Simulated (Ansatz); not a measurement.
# Sc3BC (built on the sites of a database entry of Sc3InC): following an unstable mode, part 2 of 2

Which phase does Sc3BC (built on the sites of a database entry of Sc3InC) fall into along its unstable mode, and how much energy does it gain?

Ansatz 0.2.0; DFT LDA, scalar-relativistic, plane waves, PAW.

So far, highest frequency on the path or at a solved wavevector (cm⁻¹): step 2 (the dispersion) 666. Also lowest frequency on the path (cm⁻¹): step 2 -131.

The structure was built from a prototype and need not be the compound's stable phase.

## 4. The mode frozen in, largest atomic shift 0.6 Å

The atoms are moved along the unstable eigenvector, the largest shift by 0.6 Å, with the cell fixed.

Input file input.yaml:

```yaml
crystal:
  lattice:
    - [4.2666960729, 4.2666960729, 0.0]
    - [4.2666960729, 0.0, 4.2666960729]
    - [4.2666960729, 0.0, -4.2666960729]
  atoms:
    - { symbol: Sc, position: [0.0, 0.5994362058, 0.0] }
    - { symbol: Sc, position: [0.0, -0.0994362058, 0.5] }
    - { symbol: Sc, position: [0.4005637942, 0.0994362058, 0.5] }
    - { symbol: Sc, position: [0.5994362058, 0.4005637942, 0.0] }
    - { symbol: Sc, position: [0.4005637942, 0.0, 1.0] }
    - { symbol: Sc, position: [0.5994362058, 0.5, 0.5] }
    - { symbol: B, position: [0.0, 0.0, 0.0] }
    - { symbol: B, position: [0.0, 0.5, 0.5] }
    - { symbol: C, position: [0.5, 0.25, 0.75] }
    - { symbol: C, position: [0.5, 0.75, 0.25] }
kpoints:
  mp_grid: { grid: [8, 8, 8] }
hamiltonian:
  xc: lda
scf:
  occupations: { method: methfessel_paxton, width: 0.2 }
output:
  forces: true
  stress: true
  eigenvalues: true
```

Started as:

```
> ansatz run input.yaml --threads 8 --pin off --max-ram 14336MiB --backend cpu --events-out ev --progress --plain --runs-dir out
```

Numbers of over 12 decimals in the logs are rounded to 6 here.

The log of the run:

```text
[...]
Crystal: 10 atoms, lattice volume = 155.348 Å³
Basis set: ecut = 420 eV, 3071 PW (Γ)
Bands: 50, of which v1, the nominal top of the filled ones, is band 40 counted from 1 (39 counted from 0)
Symmetry: 12 space group operations
[...]
k-points: 65 of 512
[...]
k-point 0: bands = [... 36 lower, 9.0849, 10.0004, 10.0838, 10.0838, 10.0970, 10.0970, 11.0662, 11.1630, ... 6 higher]
  k-point 1: bands = [... 36 lower, 9.0864, 9.6388, 9.8142, 9.8142, 10.4176, 10.4176, 11.1447, 11.1447, ... 6 higher]
  k-point 2: bands = [... 36 lower, 9.0447, 9.0788, 9.5515, 9.5515, 10.7972, 10.7972, 11.1392, 11.1392, ... 6 higher]
  k-point 64: bands = [... 36 lower, 9.0282, 9.1506, 9.1644, 9.4989, 10.7425, 10.9948, 11.1662, 11.2993, ... 6 higher]
[key lines of the parts left out:]
SCF converged after 7 iterations
Free energy (F): -13322.792595 eV
Fermi energy:    10.168282 eV
P = ⅓ Tr σ = -3.7844 GPa (-37.844 kbar)
```

The job ended after 2.7 s (8 threads of Intel Xeon Platinum 8488C (Sapphire Rapids), shared host; peak memory 0.98 GiB).

This step gave:

| Item | Value |
| --- | --- |
| pressure | -3.784 GPa |
| energy from the undistorted cell | -155.2 meV/atom |

The energy, extrapolated to zero smearing, is -155.15 meV/atom against the undistorted cell.

The run ends at a pressure of -3.78 GPa, with forces up to 0.15 eV/Å.

## 5. Energy along the mode, all amplitudes (two of the runs are shown above)

An imaginary frequency means negative curvature, so the energy should fall and then rise again as anharmonic terms take over.

This step gave:

- depth at the lowest point sampled: 155.2 meV/atom
- largest atomic shift at that point: 0.6 Å

The energy from the parent by largest atomic shift:

```csv
largest atomic shift (Å),energy from the parent (meV/atom)
0.000,0
0.040,-1.30
0.080,-5.17
0.140,-15.6
0.220,-36.9
0.320,-71.7
0.450,-120
0.600,-155
```

Displacement at unit largest shift by atom:

```csv
atom,x (Å),y (Å),z (Å),size
Sc1,0.707,0.000,0.707,1.000
Sc2,-0.707,0.000,-0.707,1.000
Sc3,0.000,-0.707,0.707,1.000
Sc4,0.000,0.707,-0.707,1.000
Sc5,-0.707,-0.707,0.000,1.000
Sc6,0.707,0.707,0.000,1.000
B7,0.000,0.000,0.000,0.000
B8,0.000,0.000,0.000,0.000
C9,0.000,0.000,0.000,0.000
C10,0.000,0.000,0.000,0.000
```

The lowest of the steps tried is the last one, at 0.6 Å, 155 meV/atom below the parent; the bottom of the well need not coincide with a step.

## 6. Relaxation from the frozen mode

Starting from the lowest point found, all atoms and the cell are let go, so that strain and other modes of the same symmetry can join in.

Edit input.yaml of step 4 so:

```diff
@@ -26 +26,6 @@
   eigenvalues: true
+relax:
+  adjacent_minimum: "off"
+  f_tol: 0.002
+  max_steps: 120
+  cell: { stress_tol: 0.03 }
```

The log of the run:

```text
[...]
Crystal: 10 atoms, lattice volume = 155.348 Å³
Basis set: ecut = 420 eV, 3071 PW (Γ)
Bands: 50, of which v1, the nominal top of the filled ones, is band 40 counted from 1 (39 counted from 0)
Symmetry: 12 space group operations
[...]
k-points: 65 of 512
[...]
SCF iter   1: F=—  HF=-13322.795908 eV  |F-HF|=—  |Δ(HF+E_count)|=         —  Δρ=5.41e-3  dr2=2.67e-2  ethr=1.77e-3  ⟨swp⟩=4.3  Hψ=12393  notcnv=0
[...]
SCF iter   7: F=-13322.792595 eV  HF=-13322.792595 eV  |F-HF|=1.20e-8  |Δ(HF+E_count)|=   9.25e-8  S|Δr|=    0.00e0  Δρ=4.34e-6  dr2=3.42e-8  ethr=1.25e-10  ⟨swp⟩=8.6  Hψ=10954  notcnv=0
SCF 1 converged in 7 iterations: F = -13322.792595 eV  dr2 = 3.42e-8
[...]
relax step   1: F+E_penalty+E_count = -13322.79259475 eV  Δ(F+E_penalty+E_count) = +0.000e0 eV  max|allowed force component| = 1.071e-1 eV/Å  Δτ_max = 0.0000 Å  P = -3.784 GPa  Ω = 155.348 Å³  (7 SCF iters, dr2 threshold 1.00e-7 eV, accepted)
Crystal: 10 atoms, lattice volume = 147.766 Å³
Basis set: ecut = 420 eV, 2867 PW (Γ)
[...]
SCF iter   6: F=-13322.851335 eV  HF=-13322.851335 eV  |F-HF|=1.90e-7  |Δ(HF+E_count)|=   4.18e-7  S|Δr|=    0.00e0  Δρ=1.00e-5  dr2=2.74e-7  ethr=1.25e-9  ⟨swp⟩=6.2  Hψ=12639  notcnv=0
SCF 2 converged in 6 iterations: F = -13322.851335 eV  dr2 = 2.74e-7
[...]
relax step   2: F+E_penalty+E_count = -13322.85133494 eV  Δ(F+E_penalty+E_count) = -5.874e-2 eV  max|allowed force component| = 3.988e-3 eV/Å  Δτ_max = 0.0359 Å  P = +2.155 GPa  Ω = 147.766 Å³  energy of the carried Pulay correction = +5.438e-3 eV  (6 SCF iters, dr2 threshold 1.00e-6 eV, accepted)
Crystal: 10 atoms, lattice volume = 150.344 Å³
Basis set: ecut = 420 eV, 2891 PW (Γ)
[...]
SCF iter   5: F=-13322.870747 eV  HF=-13322.870748 eV  |F-HF|=2.52e-7  |Δ(HF+E_count)|=   2.05e-6  S|Δr|=    0.00e0  Δρ=1.95e-5  dr2=5.64e-7  ethr=1.25e-9  ⟨swp⟩=5.9  Hψ=12305  notcnv=0
SCF 3 converged in 5 iterations: F = -13322.870747 eV  dr2 = 5.64e-7
relax step   3: F+E_penalty+E_count = -13322.87074739 eV  Δ(F+E_penalty+E_count) = -1.941e-2 eV  max|allowed force component| = 1.984e-2 eV/Å  Δτ_max = 0.0089 Å  P = +0.119 GPa  Ω = 150.344 Å³  energy of the carried Pulay correction = +3.559e-3 eV  (5 SCF iters, dr2 threshold 1.00e-6 eV, accepted)
[...]
relax step   4: F+E_penalty+E_count = -13322.87171773 eV  Δ(F+E_penalty+E_count) = -9.703e-4 eV  max|allowed force component| = 1.405e-2 eV/Å  Δτ_max = 0.0025 Å  P = +0.035 GPa  Ω = 150.377 Å³  energy of the carried Pulay correction = +3.535e-3 eV  (5 SCF iters, dr2 threshold 2.32e-7 eV, accepted)
[...]
relax step   5: F+E_penalty+E_count = -13322.87185054 eV  Δ(F+E_penalty+E_count) = -1.328e-4 eV  max|allowed force component| = 6.986e-3 eV/Å  Δτ_max = 0.0053 Å  P = -0.007 GPa  Ω = 150.418 Å³  energy of the carried Pulay correction = +3.505e-3 eV  (5 SCF iters, dr2 threshold 1.23e-8 eV, accepted)
[...]
relax step   6: F+E_penalty+E_count = -13322.87190725 eV  Δ(F+E_penalty+E_count) = -5.670e-5 eV  max|allowed force component| = 1.195e-4 eV/Å  Δτ_max = 0.0017 Å  P = -0.000 GPa  Ω = 150.411 Å³  energy of the carried Pulay correction = +3.510e-3 eV  (6 SCF iters, dr2 threshold 3.05e-9 eV, accepted)
[...]
SCF iter   5: F=-13322.868827 eV  HF=-13322.868827 eV  |F-HF|=9.09e-12  |Δ(HF+E_count)|=  5.09e-11  S|Δr|=    0.00e0  Δρ=1.05e-7  dr2=2.03e-11  ethr=1.00e-12  ⟨swp⟩=4.1  Hψ=9837  notcnv=0
SCF 7 converged in 5 iterations: F = -13322.868827 eV  dr2 = 2.03e-11
relax step   7: F+E_penalty+E_count = -13322.86882700 eV  Δ(F+E_penalty+E_count) = +3.080e-3 eV  max|allowed force component| = 1.349e-4 eV/Å  Δτ_max = 0.0000 Å  P = -0.029 GPa  Ω = 150.411 Å³  stress off target by 2.94e-2 GPa  SCF on the basis re-selected at this cell (its energy is not comparable with the rows above)  (5 SCF iters)
basis re-selected at this cell: Δ(F+E_penalty+E_count) = +3.080e-3 eV, ΔP = -0.029 GPa vs the last step (what re-selecting the basis moved, of the pressure what is left beyond the Pulay correction that the steps carried, after the strain that the cell walked since its last selection, with what the two solves' SCF thresholds leave and, on support functions, any second-order correction that the steps lacked; it is no measure of the basis error at this ecutwfc). The dense FFT grid was sized anew with the basis: this SCF ran on 40×40×40 points, the steps before it on 45×45×45, so part of this shift can come from that change (see relax.cell in the input reference). [rest of the remark cut]
SCF converged after 5 iterations
[...]
Free energy (F): -13322.868827 eV
[...]
Internal energy: -13322.876960 eV  (E = F + TS)
E sigma→0 (E₀):  -13322.870860 eV
Entropy (-TS):   0.008133 eV (0.813 meV/atom)
Fermi energy:    10.557022 eV
[...]
--- Forces (eV/Å), atoms counted from 1 ---
  atom   1  Sc    -0.00013490     0.00000000    -0.00013490
  atom   2  Sc     0.00013490    -0.00000000     0.00013490
  atom   3  Sc    -0.00000000     0.00013490    -0.00013490
  atom   4  Sc     0.00000000    -0.00013490     0.00013490
  atom   5  Sc     0.00013490     0.00013490     0.00000000
  atom   6  Sc    -0.00013490    -0.00013490    -0.00000000
  atom   7  B     -0.00000000    -0.00000000    -0.00000000
  atom   8  B     -0.00000000     0.00000000     0.00000000
  atom   9  C     -0.00000000     0.00000000    -0.00000000
  atom  10  C     -0.00000000     0.00000000    -0.00000000
  max |Σ_I F_I| component: 2.49e-17 eV/Å
--- Stress (GPa, compression-positive) ---
       -0.029093       0.000136       0.000136
        0.000136      -0.029093      -0.000136
        0.000136      -0.000136      -0.029093
  P = ⅓ Tr σ = -0.0291 GPa (-0.291 kbar)
--- Band table (eV; the first three rows and the last of 65) ---
  k-point 0: bands = [... 36 lower, 9.4531, 10.3146, 10.3870, 10.3870, 10.5395, 10.5395, 11.5917, 11.6760, ... 6 higher]
  k-point 1: bands = [... 36 lower, 9.4601, 9.9774, 10.1731, 10.1731, 10.8025, 10.8025, 11.6563, 11.6563, ... 6 higher]
  k-point 2: bands = [... 36 lower, 9.4321, 9.4643, 9.9128, 9.9128, 11.1767, 11.1767, 11.6422, 11.6422, ... 6 higher]
  k-point 64: bands = [... 36 lower, 9.3815, 9.5166, 9.5296, 9.9059, 11.1367, 11.3743, 11.6360, 11.7679, ... 6 higher]
--- Relaxed structure (6 steps of the walk, 6 accepted, 1 SCFs on fresh bases) ---
  F+E_penalty+E_count = -13322.86882700 eV   max|allowed force component| = 1.349e-4 eV/Å   (the final SCF, on the basis selected at the relaxed cell)
  cell:  # Å, volume = 150.4109 Å³
    - [4.220578, 4.220578, 1.8973538018496328e-18]
    - [4.220578, 1.8973538018496328e-18, 4.220578]
    - [4.221444, -0.000865688, -4.221444]
  atoms:
    - { symbol: Sc, position: [-3.7947076036992655e-19, 0.604915, 0.0] }
    - { symbol: Sc, position: [0, -0.104915, 0.5] }
    - { symbol: Sc, position: [0.395085, 0.104915, 0.5] }
    - { symbol: Sc, position: [0.604915, 0.395085, -1.1102230246251565e-16] }
    - { symbol: Sc, position: [0.395085, -1.1102230246251565e-16, 1.0] }
    - { symbol: Sc, position: [0.604915, 0.500000, 0.5] }
    - { symbol: B, position: [-1.8295785564566565e-19, 1.219719037637778e-19, 1.3721839173425185e-19] }
    - { symbol: B, position: [-1.5943409998592077e-19, 0.5, 0.500000] }
    - { symbol: C, position: [0.5, 0.250000, 0.75] }
    - { symbol: C, position: [0.5, 0.750000, 0.25] }
```

The job ended after 19 s (8 threads; peak memory 1 GiB).

The steps of the relaxation:

```csv
step,energy less that of the first step (eV),largest force component (eV/Å),pressure (GPa),volume (Å³)
1,0.0000,0.1071,-3.78,155.35
2,-0.0587,0.0040,2.16,147.77
3,-0.0782,0.0198,0.12,150.34
4,-0.0791,0.0140,0.03,150.38
5,-0.0793,0.0070,-0.01,150.42
6,-0.0793,0.0001,0.00,150.41
7*,-0.0762,0.0001,-0.03,150.41
```

Relaxation steps marked * repeat the geometry before them on a plane-wave basis chosen anew for their cell, so energy and pressure can jump there.

Forces are held to the 12 operations that the run works with; a distortion that breaks them can't arise in this run.

```csv
"conventional cell, symmetrised",before,after,change
a (Å),6.034,5.969,-1.1 %
b (Å),6.034,5.969,-1.1 %
c (Å),14.780,14.625,-1.1 %
volume (Å³/atom),15.53,15.04,-3.2 %
```

The atoms that moved most (Å, as changes of fractional coordinates times the final cell):

```csv
atom,dx,dy,dz,length
Sc6,0.023,0.023,0.000,0.033
Sc1,0.023,0.000,0.023,0.033
Sc2,-0.023,0.000,-0.023,0.033
Sc4,0.000,0.023,-0.023,0.033
Sc3,0.000,-0.023,0.023,0.033
Sc5,-0.023,-0.023,0.000,0.033
```

The relaxed structure:

```
Sc B C
1.0
     4.22058    4.22058    0.00000
     4.22058    0.00000    4.22058
     4.22144   -0.00087   -4.22144
Sc B C
6 2 2
Cartesian
  2.5531 0.0000 2.5531
  1.6679 -0.0004 -2.5535
  4.2210 1.6671 -1.6679
  4.2206 2.5531 1.6675
  5.8889 1.6666 -4.2214
  6.7741 2.5527 -0.0004
  0.0000 0.0000 0.0000
  4.2210 -0.0004 -0.0004
  6.3315 2.1096 -2.1109
  6.3311 2.1101 2.1101
```

Numbers from this step:

* pressure: -0.02909 GPa
* volume per atom: 15.04 Å³

The distorted start has space group R-3c; the relaxation ends in R-3c.

## 7. Outcome

```json
{
  "unstable mode of the parent": "q = (-0.5, -0.5, -0.5), 129i cm⁻¹",
  "depth at the lowest point sampled": "155 meV/atom",
  "largest atomic shift at that point": "0.6 Å",
  "space group reached (within 0.01 Å)": "R-3c",
  "energy gained over the parent (first relaxation, on the mesh of the frozen mode)": "163 meV/atom",
  "volume per atom, phase reached": "15.0 Å³"
}
```

Along this mode the structure falls into R-3c, 163 meV/atom below the parent. At the parent's cell the well is 155.2 meV/atom deep on the steps tried, with its lowest point at a shift of 0.6 Å. That is the last step tried, so the steps alone don't bracket the bottom of the well. Relaxing atoms and cell changes the gain by +7.63 meV/atom against the lowest step (energies at zero smearing). The modes of the phase reached were not computed on this path. Of the 4 patterns followed to their end from this parent, this one ends 9.99 meV/atom above the lowest, Imma. Each path keeps the symmetry of its pattern, so a lower phase may lie along a pattern not tried. With no gap, or one that is small against the smearing, the frequencies hang on the k mesh and the smearing, most of all near Kohn anomalies. The starting cell was built on a prototype and not taken from a measurement, so the phase need not exist.

[Logs are printed without paths, hosts, clocks, repeated set-up lines and the standing remarks that a program may print on its own settings, such as how far it seeks lower states.]

[Hosts, paths, dates, database ids (printed as entryN), source tags and the programs' standing remarks are cut or masked in the printed files.]
